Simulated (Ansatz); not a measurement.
**LaInO3 (Pnma): spin-orbit coupling beyond the local functionals**

Aim: the spin-orbit change of the gap of LaInO3 (Pnma).

Main program and level: Ansatz 0.2.0; density functionals with and without spin-orbit coupling, plane waves, PAW.

**The experiments to reproduce.**

- Gap 4.52 eV: optical gap, weak absorption onset, E parallel [010]; optical absorption spectroscopy, alpha squared extrapolation; 5 K; bulk crystal (single crystal wafer grown by vertical gradient freeze, 80 um thick) (“Fingerprints of optical absorption in the perovskite LaInO3: Insight from many-body theory and experiment”, 2021, arxiv:2101.04376).

- Gap 4.46 eV: optical gap, weak absorption onset, E parallel [001]; optical absorption spectroscopy, alpha squared extrapolation; 5 K; bulk crystal (single crystal wafer grown by vertical gradient freeze, 80 um thick) (“Fingerprints of optical absorption in the perovskite LaInO3: Insight from many-body theory and experiment”, 2021, arxiv:2101.04376).

- Gap 4.13 eV: main direct optical gap; bulk crystal (single crystal grown by optical floating zone) (“Transparent perovskite barium stannate with high electron mobility and thermal stability”, 2017, arxiv:1707.09778).

- Gap 4.39 eV: optical gap, weak absorption onset, E parallel [100]; optical absorption spectroscopy, alpha squared extrapolation; 300 K; bulk crystal (single crystal wafer grown by vertical gradient freeze, 80 um thick) (“Fingerprints of optical absorption in the perovskite LaInO3: Insight from many-body theory and experiment”, 2021, arxiv:2101.04376).

- Gap 4.35 eV: optical gap, weak absorption onset, E parallel [001]; optical absorption spectroscopy, alpha squared extrapolation; 300 K; bulk crystal (single crystal wafer grown by vertical gradient freeze, 80 um thick) (“Fingerprints of optical absorption in the perovskite LaInO3: Insight from many-body theory and experiment”, 2021, arxiv:2101.04376).

### Step 1. The starting structure

It takes space group Pnma (No. 62, orthorhombic). Conventional cell: a = 5.940 Å, b = 8.216 Å, c = 5.723 Å, α = 90.00°, β = 90.00°, γ = 90.00°. Nearest to La lie 8 O at 2.38 to 2.94 Å. In has 6 O at 2.16 to 2.17 Å nearest. Nearest to O lie 2 In at 2.17 Å and 2 La at 2.38 to 2.50 Å. O has 2 In at 2.16 to 2.17 Å and 3 La at 2.40 to 2.94 Å nearest. Farther neighbours, and contacts between anions beyond the nearest, are not listed.

Geometry: measured cell, ions relaxed with r2SCAN. The runs that relaxed it are not among those shown. The default PAW set here is soft_2. Its files were made with PBE.

### Step 2. HSE06, 2×2×2 mesh

This step: DFT, HSE06, plane waves, PAW.

Contents of input.yaml:

```yaml
crystal:
  lattice:
    - [5.9404, 0.0, 0.0]
    - [0.0, 8.2158, 0.0]
    - [0.0, 0.0, 5.7229]
  atoms:
    - { symbol: La, position: [0.9463878522, 0.25, 0.0153056097] }
    - { symbol: La, position: [0.5536121478, 0.75, 0.5153056097] }
    - { symbol: La, position: [0.4463878522, 0.25, 0.4846943903] }
    - { symbol: La, position: [0.0536121478, 0.75, 0.9846943903] }
    - { symbol: In, position: [0.0, 0.0, 0.5] }
    - { symbol: In, position: [0.5, 0.0, 0.0] }
    - { symbol: In, position: [0.5, 0.5, 0.0] }
    - { symbol: In, position: [0.0, 0.5, 0.5] }
    - { symbol: O, position: [0.0443817441, 0.25, 0.6126999622] }
    - { symbol: O, position: [0.4556182559, 0.75, 0.1126999622] }
    - { symbol: O, position: [0.5443817441, 0.25, 0.8873000378] }
    - { symbol: O, position: [0.9556182559, 0.75, 0.3873000378] }
    - { symbol: O, position: [0.1980525852, 0.0593550042, 0.1955759518] }
    - { symbol: O, position: [0.3019474148, 0.9406449958, 0.6955759518] }
    - { symbol: O, position: [0.6980525852, 0.4406449958, 0.3044240482] }
    - { symbol: O, position: [0.8019474148, 0.5593550042, 0.8044240482] }
    - { symbol: O, position: [0.8019474148, 0.9406449958, 0.8044240482] }
    - { symbol: O, position: [0.6980525852, 0.0593550042, 0.3044240482] }
    - { symbol: O, position: [0.3019474148, 0.5593550042, 0.6955759518] }
    - { symbol: O, position: [0.1980525852, 0.4406449958, 0.1955759518] }
kpoints:
  mp_grid: { grid: [2, 2, 2] }
  band_path:
    path:
      - [0.0, 0.0, 0.0]
      - [0.5, 0.0, 0.0]
      - [0.5, 0.5, 0.0]
      - [0.0, 0.5, 0.0]
      - [0.0, 0.0, 0.5]
      - [0.5, 0.0, 0.5]
      - [0.5, 0.5, 0.5]
      - [0.0, 0.5, 0.5]
    npoints: 1
hamiltonian:
  xc: hse06
scf:
  occupations: { method: fixed }
  n_extra_bands: 10
output:
  eigenvalues: true
```

Run with:

```
> ansatz run input.yaml --threads 24 --pin off --max-ram 82944MiB --backend cuda --events-out ev --progress --plain --runs-dir out --devices 1 --max-vram 78GiB
```

Output:

```text
scf.n_extra_bands = 10 over 84 filled bands (N_el = 168.0): the run solves 94 bands
GPUs: using 1 of 1 available (devices: 1).
Engine: ansatz 0.2.0, aarch64-unknown-linux-gnu
Pseudopotentials: kind: paw
Pseudopotential: La, paw, valence charge 11, recommended cutoff 420 eV (normal), La.paw.azcp
Pseudopotential: In, paw, valence charge 13, recommended cutoff 420 eV (normal), In.paw.azcp
Pseudopotential: O, paw, valence charge 6, recommended cutoff 420 eV (normal), O.paw.azcp
Functional definition: HSE06
  parameter a = 0.25
  parameter omega = 0.11/bohr
  exchange = pbe_x - a*pbe_x_sr(omega) + a*exact_x_sr(omega)
  correlation = pbe_c
davidson cushion auto → on  (no smearing: the cushion is to keep the highest requested band from converging to the state above it; pin scf.eigensolver.cushion to override)
[...]
Crystal: 20 atoms, lattice volume = 279.307 Å³
Basis set: ecut = 420 eV, 5459 PW (Γ)
Bands: 94, of which v1, the nominal top of the filled ones, is band 84 counted from 1 (83 counted from 0)
Symmetry: 8 space group operations
Space group: Pnma (ITA 62), of the structure as read, at distance tolerance 6.5e-5 Å
k-points: 8
Non-local potential: La, projectors of the file, l = 0: 3, l = 1: 2, l = 2: 2, l = 3: 3
Non-local potential: In, projectors of the file, l = 0: 2, l = 1: 2, l = 2: 2, l = 3: 2
Non-local potential: O, projectors of the file, l = 0: 2, l = 1: 2, l = 2: 1
PAW form: soft (Blöchl's): semilocal exchange-correlation on the pseudo side does not see the compensation charge
PAW frozen core: La, regenerated for the run's functional, and the local potential with it (the file was generated under x = pbe(κ = 0.804, μ = 0.219515), c = pbe(β = 0.066725))
PAW frozen core: In, regenerated for the run's functional, and the local potential with it (the file was generated under x = pbe(κ = 0.804, μ = 0.219515), c = pbe(β = 0.066725))
PAW frozen core: O, regenerated for the run's functional, and the local potential with it (the file was generated under x = pbe(κ = 0.804, μ = 0.219515), c = pbe(β = 0.066725))
PAW one-centre angular grid: La, 590 points (default); XC on 64 Gauss nodes
PAW one-centre angular grid: In, 590 points (default); XC on 64 Gauss nodes
PAW one-centre angular grid: O, 110 points (default); XC on 96 Gauss nodes
Initial density: superposition of atomic densities (neutral atoms: chi_scale 0, normalization atom), corrected by the library's trained network
Initial wavefunctions: pseudopotential atomic-orbital guess
[...]
Functional: x = pbe(κ = 0.804, μ = 0.219515), c = pbe(β = 0.066725), warm-up for x = pbe(κ = 0.804, μ = 0.219515) + 0.25 (exact − pbe) at short range (hse, ω = 0.207870 Å⁻¹), c = pbe(β = 0.066725); HSE06 as pw.x's `hse` composes it (authors' and Libxc's form: `xc: wpbeh`)
[...]
greatest PAW one-centre occupation: 0.990 electrons in one spin orbital (limit 2), on the In atom at site 5 (counted from 0), in its partial waves of l = 2
[...]
hybrid outer 1: dexx = +1.321e-1 eV, tail = 4.01e-4 eV
[...]
SCF 3 converged in 5 iterations: F = -54252.904314 eV  dr2 = 1.49e-8
hybrid outer 2: dexx = +6.690e-6 eV, tail = 9.48e-8 eV, Δε = 4.66e-3 eV (about 1.02e-4 eV left of the loop's levels)
[...]
Stability not checked: this state was not tested for a lower state beside it, because the functional holds exact exchange (a hybrid, or Hartree-Fock), whose exchange loop this test does not read (fock_operator; see scf.lower_state_search)
Free energy (F): -54252.904313 eV
Frozen-core exchange: fock
Harris-Foulkes:  -54252.904313 eV  (|F-HF|=1.43e-9)
Internal energy: -54252.904313 eV  (E = F + TS)
E sigma→0 (E₀):  -54252.904313 eV
Fermi energy:    9.141602 eV
--- Per-component energies (eV) ---
  E_band       = -172.278317
  E_kinetic    = 3874.276078
  E_local      = -8950.966261  (includes V_loc(G=0)·N_el)
  E_nonlocal   = 2429.054138
  E_hartree    = 3426.161586
  E_xc         = -1846.612624
  E_vxc        = -1693.750776  (∫ρ·V_xc dr)
  E_exx        = -453.178451  (= α·E_x^exact, valence–valence)
  E_paw        = -40253.423928  (= ΣΔE_a)
  E_vpaw       = -1776.884388  (= ΣTr[D̂ρ^β])
  E_aug_tail   = 0.028835  (compensation charges beyond the density's cutoff)
  E_ewald      = -12479.288432
  E_core_change = 1.044747  (= ΣΔE_core)
  E_smearing   = -0.000000  (= −TS)
  E_closure    = -0.000000  (closes the sum)
  Σ components = -54252.904313   (vs F -54252.904313, Δ=0.00e0)
--- Band table (eV; the first three rows and the last of 8) ---
  k-point 0: bands = ["-22.7949", "-22.7573", "-22.6997", "-22.6714", "-9.9069", "-9.6518", "-9.5942", "-9.5431", "-9.4831", "-9.3538", "-9.1657", "-9.1292", "-8.8724", "-8.8184", "-8.5961", "-8.5884", "-5.6504", "-5.6086", "-5.5843", "-5.4850", "-5.3071", "-5.2044", "-5.1395", "-5.0225", "-4.9917", "-4.8793", "-4.5407", "-4.5305", "-4.5293", "-4.4004", "-4.1912", "-4.1907", "-4.1399", "-4.1391", "-4.1100", "-4.0771" [...]
  k-point 1: bands = ["-22.7491", "-22.7491", "-22.7108", "-22.7108", "-9.7977", "-9.7977", "-9.4775", "-9.4775", "-9.3913", "-9.3913", "-9.1346", "-9.1346", "-8.9974", "-8.9974", "-8.8426", "-8.8426", "-5.5037", "-5.5037", "-5.3793", "-5.3793", "-5.2670", "-5.2670", "-4.8496", "-4.8496", "-4.7417", "-4.7417", "-4.6553", "-4.6553", "-4.2610", "-4.2610", "-4.1617", "-4.1617", "-4.0991", "-4.0991", "-4.0802", "-4.0802" [...]
  k-point 2: bands = ["-22.7762", "-22.7762", "-22.6856", "-22.6856", "-9.6867", "-9.6867", "-9.5661", "-9.5661", "-9.5150", "-9.5150", "-9.1029", "-9.1029", "-8.7728", "-8.7728", "-8.7590", "-8.7590", "-5.5257", "-5.5257", "-5.5121", "-5.5121", "-5.3649", "-5.3649", "-4.9468", "-4.9468", "-4.8518", "-4.8518", "-4.7163", "-4.7163", "-4.5284", "-4.5284", "-4.1508", "-4.1508", "-4.0842", "-4.0842", "-4.0822", "-4.0822" [...]
  k-point 7: bands = ["-22.7294", "-22.7294", "-22.7294", "-22.7294", "-9.8563", "-9.8563", "-9.8563", "-9.8563", "-9.1045", "-9.1045", "-9.1045", "-9.1045", "-8.8458", "-8.8458", "-8.8458", "-8.8458", "-5.3863", "-5.3863", "-5.3863", "-5.3863", "-5.1434", "-5.1434", "-5.1434", "-5.1434", "-4.6750", "-4.6750", "-4.6750", "-4.6750", "-4.1202", "-4.1202", "-4.1202", "-4.1202", "-4.0950", "-4.0950", "-4.0950", "-4.0950" [...]
```

The job ended after 14 s (1 × NVIDIA GB200 (shared by 2 runs) with 24 threads of Arm Neoverse V2, shared host; peak memory 1.8 GiB).

This step gave:

```yaml
gap: 4.380 eV
valence_top_at: Γ
conduction_bottom_at: Γ
least_direct_gap: 4.380 eV
exact_exchange_fraction: 0.25
```

The gap is direct, at Γ.

### Step 3. HSE06+SOC, 2×2×2 mesh

Spin-orbit coupling can split or shift the edges; a non-collinear run measures by how much.

This step: DFT, HSE06 with spin-orbit coupling, plane waves, PAW.

input.yaml, as its differences from that of step 2:

```diff
@@ -43,3 +43,6 @@
   occupations: { method: fixed }
-  n_extra_bands: 10
+  n_extra_bands: 20
+magnetization:
+  noncollinear: true
+  spin_orbit: true
 output:
```

Output:

```text
[...]
GPUs: using 1 of 1 available (devices: 1).
[...]
non-collinear run that drives no moment, with spin-orbit: no starting moment large enough to seed its density (crystal.atoms[].spin), no starting occupations that ask for one, no magnetisation constraint and no magnetic field, so the semilocal B_xc is pinned to zero
[...]
Crystal: 20 atoms, lattice volume = 279.307 Å³
Basis set: ecut = 420 eV, 5459 PW (Γ)
Bands: 188, of which v1, the nominal top of the filled ones, is band 168 counted from 1 (167 counted from 0)
Symmetry: 8 space group operations + 8 with time reversal
[...]
k-points: 8
Projection manifold: j_resolved (fully-relativistic pseudo-atomic orbitals)
[...]
SCF iter   1: F=—  HF=-54251.477973 eV  |F-HF|=—  |Δ(HF+E_count)|=         —  Δρ=6.10e-2  dr2=1.13e1  dr2_m=0.00e0 (ungated)  ethr=1.00e-1  |M|=0.00e0 ∫|m|=0.00e0 μB  |m|>n=0.0e0 m-floor=0.0e0 τ_xc=0.0e0  β_m=0.30  ⟨swp⟩=3.0  Hψ=6647  notcnv=0
[...]
SCF iter   2: F=—  HF=-54249.751666 eV  |F-HF|=—  |Δ(HF+E_count)|=    1.73e0  Δρ=3.36e-2  dr2=2.43e0  dr2_m=0.00e0 (ungated)  ethr=6.75e-3  |M|=0.00e0 ∫|m|=0.00e0 μB  |m|>n=0.0e0 m-floor=0.0e0 τ_xc=0.0e0  β_m=0.40  ⟨swp⟩=7.2  Hψ=4227  notcnv=0
[...]
SCF iter   6: F=-54249.757668 eV  HF=-54249.757645 eV  |F-HF|=2.29e-5  |Δ(HF+E_count)|=   7.74e-4  Δρ=2.60e-4  dr2=1.00e-4  dr2_m=0.00e0 (ungated)  ethr=9.33e-7  |M|=0.00e0 ∫|m|=0.00e0 μB  |m|>n=0.0e0 m-floor=0.0e0 τ_xc=0.0e0  ⟨swp⟩=5.0  Hψ=4378  notcnv=0  defer=158
[...]
hybrid outer 1: dexx = +1.335e-1 eV, tail = 3.72e-4 eV
[...]
SCF 3 converged in 4 iterations: F = -54239.108839 eV  dr2 = 9.52e-8
[...]
```

Elapsed: 52 s, on 1 × NVIDIA GB200 (shared by 2 runs) with 24 threads; peak memory 3.8 GiB; 8.7 min of CPU time.

This step gave:

```
gap                     : 4.377 eV
valence top at          : Γ
conduction bottom at    : Γ
least direct gap        : 4.377 eV
exact-exchange fraction : 0.25
```

The gap is that of HSE06.

### Step 4. Together

Times are wall times on 1 × NVIDIA GB200 (shared by 2 runs) with 24 threads of Arm Neoverse V2, shared host, good to a factor of about two.

| level | gap (eV) | with coupling (eV) | change (eV) | time | with coupling |
| --- | --- | --- | --- | --- | --- |
| HSE06 | 4.38 | 4.38 | −0.002 | 14 s | 52 s |

### Step 5. Outcome

* HSE06: 4.38 eV
* HSE06+SOC: 4.38 eV

Spin-orbit coupling changes the gap by −0.002 eV and the least direct gap by −0.002 eV. Against experiment, by HSE06+SOC: the gap of 4.38 eV lies −0.14 eV from the measured 4.52 eV (optical, 5 K, 2021); the gap of 4.38 eV lies −0.08 eV from the measured 4.46 eV (optical, 5 K, 2021); the direct gap of 4.38 eV lies +0.25 eV from the measured 4.13 eV (direct, 2017); the gap of 4.38 eV lies −0.01 eV from the measured 4.39 eV (optical, 300 K, 2021); the gap of 4.38 eV lies +0.03 eV from the measured 4.35 eV (optical, 300 K, 2021). An exciton line or allowed optical edge lies below the quasiparticle gap by the binding energy; a forbidden edge can push the onset above it. The lattice is static and excitons are left out.

[Long decimals in the printed logs are rounded to 6 places.]

[Logs are printed without paths, hosts, clocks, repeated set-up lines and the standing remarks that a program may print on its own settings, such as how far it seeks lower states.]

[Paths, hosts, dates, memory and timing lines, banners, echoed tables and standing remarks are left out of the program output; an Ansatz launch command may be rebuilt from the run's recorded settings. Measured values are a selection of at most five: reports struck by readers or far from the other reports are left out. None is set beside runs whose start may be inverted or whose files or cutoffs have a known fault.]

[Runs of the session that timed out or met a known fault of the program may be left out.]

[Cells called generated may have been cut or substituted from an entry of the Crystallography Open Database or the Materials Project.]

[Hosts, paths, dates, database ids (printed as entryN), source tags and the programs' standing remarks are cut or masked in the printed files.]

[Where the starting crystal was built by hand or by swapping elements, it need not be the compound's stable phase.]
